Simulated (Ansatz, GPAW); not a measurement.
# Dielectric function and optical constants of NaTaS2 (model structure), part 3 of 3

Aim: the dielectric function of NaTaS2 (model structure), and the optical constants that follow from it. The structure is a model built here, which may or may not match a known phase. It was built so: All Li replaced by Na and V replaced by Ta in the P-3m1 structure of LiVS2. The cell is first relaxed with Ansatz.

GPAW 26.7.0; DFT, LDA, plane-wave PAW (GPAW data sets), scalar-relativistic, RPA, optical limit.

So far. Step 3 (Ground state): There are states at the Fermi level within the smearing, so the occupations stay smeared and the carriers get a Drude term.

## Step 5: Dielectric function, RPA (continued)

Sum at mesh points, not converged in k. The Im ε by photon energy; read off at these points:

| photon energy (eV) | E ∥ x | E ∥ z |
| --- | --- | --- |
| 1.00 | 22.4 | 6.99 |
| 1.50 | 7.50 | 3.23 |
| 2.00 | 4.64 | 2.17 |
| 2.50 | 4.11 | 2.51 |
| 3.00 | 3.29 | 2.26 |
| 3.50 | 2.51 | 2.17 |
| 4.00 | 3.29 | 2.53 |
| 4.50 | 4.26 | 2.12 |
| 5.00 | 5.87 | 2.19 |
| 5.50 | 7.48 | 3.23 |
| 5.82 | 7.89 | 3.55 |
| 6.00 | 7.50 | 3.13 |
| 6.50 | 7.69 | 3.30 |
| 7.00 | 7.11 | 3.98 |
| 7.50 | 5.97 | 4.60 |
| 8.00 | 4.74 | 4.54 |
| 8.50 | 4.10 | 4.58 |
| 9.00 | 3.95 | 4.41 |
| 9.50 | 3.55 | 4.58 |
| 9.89 | 3.54 | 4.85 |
| 10.00 | 3.51 | 4.73 |
| 10.50 | 2.78 | 4.11 |
| 11.00 | 2.17 | 3.25 |
| 11.50 | 1.94 | 2.33 |
| 12.00 | 2.03 | 2.16 |
| 12.50 | 1.78 | 2.13 |
| 13.00 | 1.60 | 2.02 |
| 13.50 | 1.45 | 1.80 |
| 14.00 | 1.33 | 1.74 |
| 14.50 | 1.44 | 1.71 |
| 15.00 | 1.29 | 1.57 |
| 15.50 | 1.20 | 1.51 |
| 16.00 | 1.15 | 1.76 |
| 16.50 | 1.01 | 1.69 |
| 17.00 | 0.801 | 1.32 |
| 17.50 | 0.739 | 1.11 |
| 18.00 | 0.672 | 1.06 |
| 18.50 | 0.574 | 1.07 |
| 19.00 | 0.490 | 0.969 |
| 19.50 | 0.448 | 0.924 |
| 20.00 | 0.437 | 0.899 |
| 20.50 | 0.377 | 0.727 |
| 21.00 | 0.388 | 0.740 |
| 21.50 | 0.356 | 0.719 |
| 22.00 | 0.319 | 0.584 |
| 22.50 | 0.274 | 0.489 |
| 23.00 | 0.275 | 0.496 |
| 23.50 | 0.276 | 0.456 |
| 24.00 | 0.257 | 0.387 |
| 24.50 | 0.223 | 0.304 |
| 25.00 | 0.215 | 0.256 |
| 25.50 | 0.203 | 0.232 |

Values under 1 per cm are given as 1; sum at mesh points, not converged in k. The absorption coefficient by photon energy:

| photon energy (eV) | E ∥ x (1/cm) | E ∥ z (1/cm) |
| --- | --- | --- |
| 1.01 | 5.4e5 | 1.7e5 |
| 1.99 | 4.2e5 | 1.2e5 |
| 3.02 | 3.1e5 | 1.7e5 |
| 3.98 | 2.9e5 | 2.4e5 |
| 4.98 | 5.7e5 | 2.4e5 |
| 6.02 | 1.0e6 | 4.6e5 |
| 6.99 | 1.3e6 | 6.3e5 |
| 8.03 | 1.4e6 | 9.4e5 |
| 9.02 | 1.4e6 | 1.1e6 |
| 10.03 | 1.6e6 | 1.5e6 |
| 11.03 | 1.4e6 | 1.6e6 |
| 12.02 | 1.4e6 | 1.3e6 |
| 13.00 | 1.4e6 | 1.3e6 |
| 14.04 | 1.3e6 | 1.3e6 |
| 14.96 | 1.4e6 | 1.3e6 |
| 16.03 | 1.4e6 | 1.5e6 |
| 16.96 | 1.4e6 | 1.6e6 |
| 18.05 | 1.2e6 | 1.3e6 |
| 18.97 | 1.0e6 | 1.3e6 |
| 20.06 | 8.8e5 | 1.4e6 |
| 20.95 | 7.5e5 | 1.2e6 |
| 22.02 | 6.5e5 | 1.2e6 |
| 23.01 | 5.2e5 | 1.0e6 |
| 24.04 | 4.9e5 | 8.8e5 |
| 24.97 | 4.1e5 | 6.0e5 |

The loss function −Im 1/ε at q → 0 has structure finer than the step of the table below, so its rows give means over 1 eV, whole bins alone (the curve runs from 0.619 to 25.6 eV). Peaks (eV: height): E ∥ x 20.4: 2.45; E ∥ z 24.2: 2.38.

Sum at mesh points, not converged in k. The loss function −Im 1/ε at q → 0 by energy loss; means over each step:

| energy loss (eV) | E ∥ x | E ∥ z |
| --- | --- | --- |
| 2 | 0.165 | 0.166 |
| 3 | 0.228 | 0.118 |
| 4 | 0.108 | 0.107 |
| 5 | 0.0927 | 0.0915 |
| 6 | 0.115 | 0.125 |
| 7 | 0.144 | 0.128 |
| 8 | 0.200 | 0.165 |
| 9 | 0.240 | 0.197 |
| 10 | 0.269 | 0.215 |
| 11 | 0.371 | 0.306 |
| 12 | 0.458 | 0.453 |
| 13 | 0.547 | 0.515 |
| 14 | 0.692 | 0.567 |
| 15 | 0.708 | 0.624 |
| 16 | 0.798 | 0.584 |
| 17 | 1.06 | 0.733 |
| 18 | 1.38 | 0.939 |
| 19 | 1.94 | 1.02 |
| 20 | 2.29 | 1.17 |
| 21 | 2.22 | 1.36 |
| 22 | 2.10 | 1.67 |
| 23 | 1.54 | 1.91 |
| 24 | 1.30 | 2.21 |
| 25 | 0.948 | 1.95 |

The reflectivity at normal incidence has structure finer than the step of the table below, so its rows give means over 1 eV, whole bins alone (the curve runs from 0.619 to 25.6 eV). Peaks (eV: height): E ∥ x 7.5: 37.5, 10.6: 38.2, 17.0: 30.2; E ∥ z 10.7: 30.5, 17.0: 22.8, 21.9: 18.6.

Sum at mesh points, not converged in k. Reflectivity at normal incidence against photon energy; means over each step:

| photon energy (eV) | E ∥ x (%) | E ∥ z (%) |
| --- | --- | --- |
| 2 | 46.6 | 13.7 |
| 3 | 18.6 | 14.2 |
| 4 | 19.0 | 14.6 |
| 5 | 26.4 | 16.2 |
| 6 | 32.5 | 18.3 |
| 7 | 35.8 | 20.0 |
| 8 | 35.4 | 22.6 |
| 9 | 33.0 | 22.9 |
| 10 | 35.0 | 27.4 |
| 11 | 34.7 | 29.9 |
| 12 | 29.4 | 22.5 |
| 13 | 29.1 | 19.9 |
| 14 | 24.6 | 17.4 |
| 15 | 25.0 | 16.5 |
| 16 | 25.9 | 16.6 |
| 17 | 28.7 | 21.5 |
| 18 | 25.7 | 17.3 |
| 19 | 23.3 | 16.5 |
| 20 | 18.1 | 17.0 |
| 21 | 13.5 | 15.1 |
| 22 | 11.4 | 17.2 |
| 23 | 7.70 | 13.8 |
| 24 | 6.41 | 13.9 |
| 25 | 4.80 | 10.2 |

Sum at mesh points, not converged in k. The Im ε, E ∥ x by photon energy; read off at these points:

| photon energy (eV) | without local fields | with local fields |
| --- | --- | --- |
| 1.0 | 22.3 | 22.4 |
| 2.0 | 4.75 | 4.64 |
| 3.0 | 3.34 | 3.29 |
| 4.0 | 3.38 | 3.29 |
| 5.0 | 6.22 | 5.87 |
| 5.8 | 8.91 | 7.86 |
| 6.0 | 8.50 | 7.50 |
| 7.0 | 7.68 | 7.11 |
| 8.0 | 5.04 | 4.74 |
| 9.0 | 4.42 | 3.95 |
| 10.0 | 4.16 | 3.51 |
| 11.0 | 2.76 | 2.17 |
| 12.0 | 2.55 | 2.03 |
| 13.0 | 1.77 | 1.60 |
| 14.0 | 1.54 | 1.33 |
| 15.0 | 1.13 | 1.29 |
| 16.0 | 0.886 | 1.15 |
| 17.0 | 0.522 | 0.801 |
| 18.0 | 0.360 | 0.672 |
| 19.0 | 0.268 | 0.490 |
| 20.0 | 0.226 | 0.437 |
| 21.0 | 0.193 | 0.388 |
| 22.0 | 0.145 | 0.319 |
| 23.0 | 0.134 | 0.275 |
| 24.0 | 0.111 | 0.257 |
| 25.0 | 0.104 | 0.215 |

Optical constants at common wavelengths, from n + ik = √ε:

| wavelength (nm) | n x | k x | R (%) x | 1/α x | n z | k z | R (%) z | 1/α z |
| --- | --- | --- | --- | --- | --- | --- | --- | --- |
| 800 | 1.10 | 3.153 | 69.3 | 20 nm | 1.47 | 0.968 | 16.5 | 66 nm |
| 532 | 1.38 | 1.374 | 26.9 | 31 nm | 2.07 | 0.562 | 15.0 | 75 nm |
| 450 | 1.60 | 1.214 | 22.3 | 29 nm | 2.00 | 0.613 | 14.7 | 58 nm |
| 405 | 1.60 | 0.974 | 17.0 | 33 nm | 1.96 | 0.557 | 13.6 | 58 nm |
| 365 | 1.82 | 0.711 | 13.9 | 41 nm | 2.07 | 0.510 | 14.6 | 57 nm |
| 308 | 2.27 | 0.732 | 19.2 | 33 nm | 2.08 | 0.612 | 15.7 | 40 nm |
| 248 | 2.57 | 1.145 | 26.8 | 17 nm | 2.22 | 0.494 | 16.3 | 40 nm |

In reflection the computed colour is faintly orange: x = 0.357, y = 0.350, luminous reflectivity 24 %.

## Step 6: Summary of results

```yaml
centre_of_weight_of_the_strongest_loss_peak_in_the_window_first_axis: 20.7 eV
```

At this level (LDA, RPA) NaTaS2 is a metal. The mesh is too coarse to trust the carriers' weight, the reflectivity or the colour to better than tens of per cent. The cell shrank by 15.7 % in volume. In reflection the computed colour is faintly orange: x = 0.357, y = 0.350, luminous reflectivity 24 %. The carriers' damping of 0.2 eV is typed, not computed; it shapes the response at the lowest energies. The run has no spin polarisation; magnetic order or correlation, untested here, could change the spectrum. Spin-orbit coupling is left out although heavy atoms are present. The curves end at 26 eV, about where the summed bands run out. In this version of GPAW the matrix elements of the optical limit are incomplete, which can lower ε − 1 by up to a tenth where first-row anions or d states rule, and shift it by more in d metals. GPAW's carrier term has the form −ωp²/(ω + i·rate)², which damps like twice the rate and fails at low energy, so the curves leave the lowest energies out. The sum runs over mesh points 0.18 Å⁻¹ apart with no interpolation, so peaks are partly noise of the mesh, and the Drude plasma energy, a sum over the Fermi surface, isn't converged.

[Machine, clock and banner lines and Python warnings are left out of the logs.]

[Logs are printed without paths, hosts, clocks, repeated set-up lines and the standing remarks that a program may print on its own settings, such as how far it seeks lower states.]

[Hosts, paths, dates, database ids (printed as entryN), source tags and the programs' standing remarks are cut or masked in the printed files.]
